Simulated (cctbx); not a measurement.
# Diagnosing a refinement

Cell a = 6.8890 Å, b = 4.1080 Å, c = 7.5160 Å, α = 90.00°, β = 90.00°, γ = 90.00°; space group Pnma (no. 62).

Simulated single-crystal data (cctbx): Ga Kα, λ = 1.3414 Å, to d = 0.8 Å, 50 % of the full sphere, strongest reflection 5000 counts, noise from counting, a 2 % proportional error and a noise floor of 15 counts (s.d.); no absorption, and some extinction, which the refinements don't model.

An isotropic refinement with weights 1/σ² prints:

```text
Rint 0.059, 234 unique reflections to 0.80 A
cycle     R1     wR2    GooF  max shift (A)
   1  0.6985  0.9312  18.182   1.47587
   4  0.4143  0.7039  13.743   0.00000
final R1 0.4143 wR2 0.7039 GooF 13.743  parameters 9  data/parameter 26.0
atom        x        y        z      Ueq    occ   su(xyz)  su(Uiso or U11)
Sm1    1.01697  0.75000  0.31311   0.0018  1.000  0.00209  0.0045
As1    0.47072  0.75000  0.85360   0.2182  1.000  0.05320  0.1111
Cu1    1.32587  0.75000  0.48899   0.3740  1.000  0.11488  0.3206
difference map: max 78.67 min -31.09 rms 8.71
Q1    0.2146  0.2500  0.1119    4   82.51  0.96 A from Cu1
Q2    0.1502  0.7500  0.9321    4   78.66  2.10 A from Cu1
Q3    0.9865  0.2500  0.6625    4   59.13  0.18 A from Sm1
Q4    0.2174  0.2500  0.5118    4   33.01  1.76 A from As1
Q5    0.0602  0.2500  0.9165    4   24.39  0.96 A from Cu1
Q6    0.2096  0.2500  0.2518    4   22.00  1.46 A from As1
```

Q: Accept it or mend it, and why?

Mend it. The fault: start far from the minimum. Against the right model at the same level, R1 goes from 0.0293 to 0.4143 and GooF from 0.95 to 13.74, Cu1 takes U = 0.37 Å², As1 takes U = 0.22 Å² and the top difference peak, 82.5 e/Å³, lies 0.96 Å from Cu1. Least squares finds the nearest minimum, not the best.

The compound is SmCuAs. The right model at the same level gives:

```text
Rint 0.059, 234 unique reflections to 0.80 A
cycle     R1     wR2    GooF  max shift (A)
   1  0.1960  0.3423   6.684   0.10771
   2  0.0293  0.0487   0.950   0.00001
final R1 0.0293 wR2 0.0487 GooF 0.950  parameters 9  data/parameter 26.0
atom        x        y        z      Ueq    occ   su(xyz)  su(Uiso or U11)
Sm1    0.98577  0.75000  0.18406   0.0115  1.000  0.00012  0.0002
As1    0.71655  0.75000  0.88547   0.0162  1.000  0.00028  0.0004
Cu1    0.85779  0.75000  0.56454   0.0165  1.000  0.00036  0.0006
difference map: max 3.12 min -2.93 rms 0.71
Q1    0.1475  0.7500  0.1590    4    3.32  1.13 A from Sm1
Q2    0.1469  0.7500  0.0162    4    2.95  1.57 A from Cu1
Q3    0.1625  0.2500  0.5982    4    2.60  1.23 A from Cu1
Q4    0.0574  0.7500  0.9027    4    2.33  2.08 A from Cu1
Q5    0.0580  0.2500  0.8671    4    2.27  0.49 A from Sm1
Q6    0.2419  0.2500  0.7676    4    2.24  1.61 A from Sm1
```

This is a model crystal, built by substitution and not relaxed, with assumed displacement parameters.

[Middle refinement cycles are left out of these outputs.]

[Logs are printed without paths, hosts, clocks, repeated set-up lines and the standing remarks that a program may print on its own settings, such as how far it seeks lower states.]
